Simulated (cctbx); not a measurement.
# Resonant diffraction in Mn3BiS8

Space group R-3m (no. 166), a = 7.4850 Å, b = 7.4850 Å, c = 18.4680 Å, α = 90.00°, β = 90.00°, γ = 120.00°.

```csv
atom,mult.,x,y,z,Ueq (Å²)
Bi1,3,0,0,0,0.0126
Mn1,9,1/2,1/2,0,0.0250
S1,18,0.4985,0.5015,0.2675,0.0195
S2,6,0,0,0.2638,0.0270
```

The model is made up (kin elements in a known structure type, no relaxation), so it says nothing on whether the phase exists.

Calculated with cctbx: free-atom f′ and f″ from the Sasaki tables, no fine structure; amplitudes in electrons.

```csv
E (eV),F 1 0 1,F 1 0 4,F 1 2 2,F 0 1 2
12819,139.5,135.4,122.0,138.8
13169,134.5,130.3,117.1,133.7
13299,130.4,126.3,113.2,129.7
13359,126.4,122.4,109.4,125.7
13389,122.5,118.5,105.6,121.8
13404,118.5,114.6,101.8,117.9
13411,115.1,111.1,98.4,114.4
13415,111.3,107.4,94.8,110.6
13423,112.8,109.0,96.6,112.1
13427,117.2,113.3,100.8,116.5
13434,120.9,117.0,104.4,120.2
13449,125.0,121.0,108.3,124.3
13479,129.0,125.0,112.1,128.3
13569,134.3,130.2,117.2,133.6
13819,139.7,135.6,122.4,139.0
```

**Question.** Which edge is crossed, and why do the reflections move as they do?

The L3 edge of Bi. The edge is at 13419 eV. f′ of Bi falls from -12.2 e at 13299 eV to -18.6 e at 4 eV below it, and f″ steps from 3.96 to 10.11 e across it. Over that approach |F| changes by -15 % (1 0 1), -15 % (1 0 4), -16 % (1 2 2) and -15 % (0 1 2): a reflection falls where Bi scatters in phase with the total and rises where it scatters against it; it hardly moves where the Bi term is small or cancels by symmetry. Above the edge the larger f″ enters the imaginary part, where it can add to or cancel the other atoms' f″. The structure is centrosymmetric, so Friedel mates stay equal.

[Logs are printed without paths, hosts, clocks, repeated set-up lines and the standing remarks that a program may print on its own settings, such as how far it seeks lower states.]
